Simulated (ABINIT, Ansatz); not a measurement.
# ZnSe (Stilleite): G0W0 on several meshes in ABINIT, part 2 of 2

Aim: the GW shift of ZnSe (Stilleite) against the k mesh.

ABINIT 10.8.3; PBE and many-body steps on it, plane waves. Known limits of the many-body steps: not at the basis limit; exchange with frozen shells missing; no spin-orbit coupling; coarse k mesh.

So far. Step 4 (4×4×4): The gap on the mesh goes from 1.29 eV to 2.57 eV, a correction of +1.28 eV. Step 5 (Empty states on the mesh, 6×6×6 mesh, 66 bands): On this mesh the gap is 1.288 eV.

### 7. 6×6×6

This step: G0W0 on PBE, plane waves, norm-conserving pseudopotentials.

The input, run.abi:

```
acell 3*1.0 Angstrom
rprim 
  -0.000000000000 2.833800000000 2.833800000000
  2.833800000000 -0.000000000000 2.833800000000
  2.833800000000 2.833800000000 0.000000000000
ntypat 2
znucl 30 34
natom 2
typat 1 2
xred 
  0.000000000000 0.000000000000 0.000000000000
  0.250000000000 0.250000000000 0.250000000000
pp_dirpath "pseudos"
pseudos "Zn.upf, Se.upf"
ecut 39
ngkpt 6 6 6
nshiftk 1
shiftk 0 0 0
kptopt 1
chksymbreak 0
istwfk *1
occopt 1
irdwfk 1
optdriver 4
nband 60
gwcalctyp 0
ecutsigx 39
symsigma 1
nkptgw 1
kptgw 
  0.0000000000 0.0000000000 0.0000000000
bdgw 
  16 22
ecuteps 4.2
irdscr 1
ppmodel 1
indata_prefix "in"
outdata_prefix "out"
tmpdata_prefix "tmp"
```

The run is started by

```console
OMP_NUM_THREADS=1 mpirun -n 4 abinit run.abi > log
```

Numbers of over 12 decimals in the logs are rounded to 6 here.

The log of the run:

```text
.Version 10.8.3 of ABINIT. v10.8.2 released Aug 2026.

 Symmetries : space group F-4 3 m (#216); Bravais cF (face-center cubic)
[... echo of the input left out ...]
== DATASET  1 ==================================================================
-   mpi_nproc: 4, omp_nthreads: 1 (-1 if OMP is not activated)

--- !DatasetInfo
iteration_state: {dtset: 1, }
dimensions: {natom: 2, nkpt: 16, mband: 60, nsppol: 1, nspinor: 1, nspden: 1, mpw: 3593, }
cutoff_energies: {ecut:  39.0, pawecutdg:  -1.0, }
electrons: {nelect:   3.60000000E+01, charge:   0.00000000E+00, occopt:   1.00000000E+00, tsmear:   1.00000000E-02, }

 SIGMA: Calculation of the GW corrections

 Based on a program developped by R.W. Godby, V. Olevano, G. Onida, and L. Reining.
 Incorporated in ABINIT by V. Olevano, G.-M. Rignanese, and M. Torrent.
.Using double precision arithmetic ; gwpc =  8

[... cell and pseudopotentials left out ...]
--------------------------------------------------------------------------------

 ==== K-mesh for the wavefunctions ====
 Number of points in the irreducible wedge :    16
[... list of points left out ...]
 Together with 24 symmetry operations and time-reversal symmetry
 yields   216 points in the full Brillouin Zone.

 ==== Q-mesh for screening function ====
 Number of points in the irreducible wedge :    16
[... list of points left out ...]
 Together with 24 symmetry operations and time-reversal symmetry
 yields   216 points in the full Brillouin Zone.

 vcoul_init : cutoff-mode = AUXILIARY_FUNCTION
 q-points for optical limit:   1
     1)      0.000010    0.000020    0.000030
 setmesh: FFT mesh size selected  =    45x   45x   45
          total number of points  =        91125

 Number of electrons calculated from density =   36.0000; Expected =   36.0000
[...]
number of q-points in BZ                          216
 number of frequencies for dSigma/dE                 9
 frequency step for dSigma/dE [eV]                0.25
 number of omega for Sigma on real axis              0
 max omega for Sigma on real axis  [eV]           0.00
 zcut for avoiding poles [eV]                     0.10

 EPSILON^-1 parameters (SCR file):
 dimension of the eps^-1 matrix on file            137
 dimension of the eps^-1 matrix used               137
 number of plane-waves for wavefunctions          3527
 number of bands                                    60
 number of q-points in IBZ                          16
 number of frequencies                               2
 number of real frequencies                          1
 number of imag frequencies                          1

 matrix elements of self-energy operator (all in [eV])

 Perturbative Calculation

--- !SelfEnergy_ee
iteration_state: {dtset: 1, }
kpoint     : [   0.000,    0.000,    0.000, ]
spin       : 1
KS_gap     :    1.288
QP_gap     :    2.623
Delta_QP_KS:    1.335
data: !SigmaeeData |
     Band     E0 <VxcDFT>   SigX SigC(E0)      Z dSigC/dE  Sig(E)    E-E0       E
       16   3.405 -16.579 -20.335   2.418   0.799  -0.251 -17.648  -1.069   2.336
       17   3.405 -16.579 -20.335   2.418   0.799  -0.251 -17.648  -1.069   2.336
       18   3.405 -16.579 -20.335   2.418   0.799  -0.251 -17.648  -1.069   2.336
       19   4.693 -12.638  -9.182  -3.131   0.818  -0.223 -12.372   0.265   4.959
       20   9.220 -10.900  -6.061  -3.963   0.813  -0.230 -10.188   0.712   9.932
       21   9.220 -10.900  -6.061  -3.963   0.813  -0.230 -10.188   0.712   9.932
       22   9.220 -10.900  -6.061  -3.963   0.813  -0.230 -10.188   0.712   9.932

== END DATASET(S) ==============================================================
================================================================================

 -outvars: echo values of variables after computation  --------
           etotal      0.0000000000E+00
            nband          60
             nkpt          16
          spgroup         216
 [... the other variables as echoed above ...]

 Calculation completed.
```

Run time: 9.1 s. Hardware: 4 MPI ranks of Arm Neoverse N1, shared host; peak memory 0.85 GiB; 36 s of CPU time.

Numbers from this step:

| Item | Value |
| --- | --- |
| G0W0 gap on the points computed | 2.623 eV |
| starting gap on the mesh | 1.288 eV |
| k of the valence top | 0, 0, 0 |
| k of the conduction bottom | 0, 0, 0 |
| Z at the valence top | 0.799 |
| Z at the conduction bottom | 0.818 |
| least direct G0W0 gap on the computed points | 2.623 eV |

Against G0W0 in ABINIT (4×4×4 mesh, 60 bands, screening to 114.3 eV, Godby-Needs plasmon pole), the gap moves by +0.051 eV.

### 8. The runs together

Times are wall times on 4 MPI ranks of Arm Neoverse N1, shared host, good to a factor of about two. A run's time includes the screening step that it read.

| run | mesh | bands | screening cutoff (eV) | DFT gap (eV) | gap on the mesh (eV) | direct (eV) | ε∞ used | time |
| --- | --- | --- | --- | --- | --- | --- | --- | --- |
| 4×4×4 | 4×4×4 | 60 | 114.3 | 1.288 | 2.572 | 2.572 | 13.96 | 42 s |
| 6×6×6 | 6×6×6 | 60 | 114.3 | 1.288 | 2.623 | 2.623 | 8.65 | 4.1 min |

### 9. Results

| Quantity | Value |
| --- | --- |
| 4×4×4 | 2.572 eV |
| 6×6×6 | 2.623 eV |
| known limits | not at the basis limit; exchange with frozen shells missing; no spin-orbit coupling; coarse k mesh |

What this shows: 6×6×6: +0.051 eV against 4×4×4. Bands and cutoff are finite, so the gap is not at the basis limit. The miss can reach some tenths of an eV and take either sign; the mesh is an error of its own. In the first G0W0 run levels were corrected at 1 k point alone, so a gap called «on the mesh» is the least over those, and an edge elsewhere would be missed. The 4×4×4 mesh is coarse for this cell, which bears on the long-range parts of exchange and screening. The norm-conserving file of at least one element keeps a d shell over frozen s and p shells of the same row. Exchange with those shells is missing from the self-energy, an error of 0.3 to 0.9 eV in cases checked, whose sign depends on which edge lies on those atoms. The many-body steps are scalar-relativistic: spin-orbit coupling is not in them.

[Paths, hosts, dates, memory and timing lines, banners, echoed tables and standing remarks are left out of the program output.]

[Logs are printed without paths, hosts, clocks, repeated set-up lines and the standing remarks that a program may print on its own settings, such as how far it seeks lower states.]

[Runs of the session that timed out or met a known fault of the program may be left out.]

[No measured gap is set beside runs whose start may be inverted or whose files or cutoffs have a known fault.]

[Hosts, paths, dates, database ids (printed as entryN), source tags and the programs' standing remarks are cut or masked in the printed files.]

[G0W0 gaps are taken among the corrected bands and points alone; a level outside them can change the order at an edge.]

[Where Ansatz stands beside ABINIT at settings called matched, ABINIT's density can come from a denser mesh and the files from another edition; pairs whose starting gaps differed by over 0.03 eV were left out, so agreement reads better than it is.]
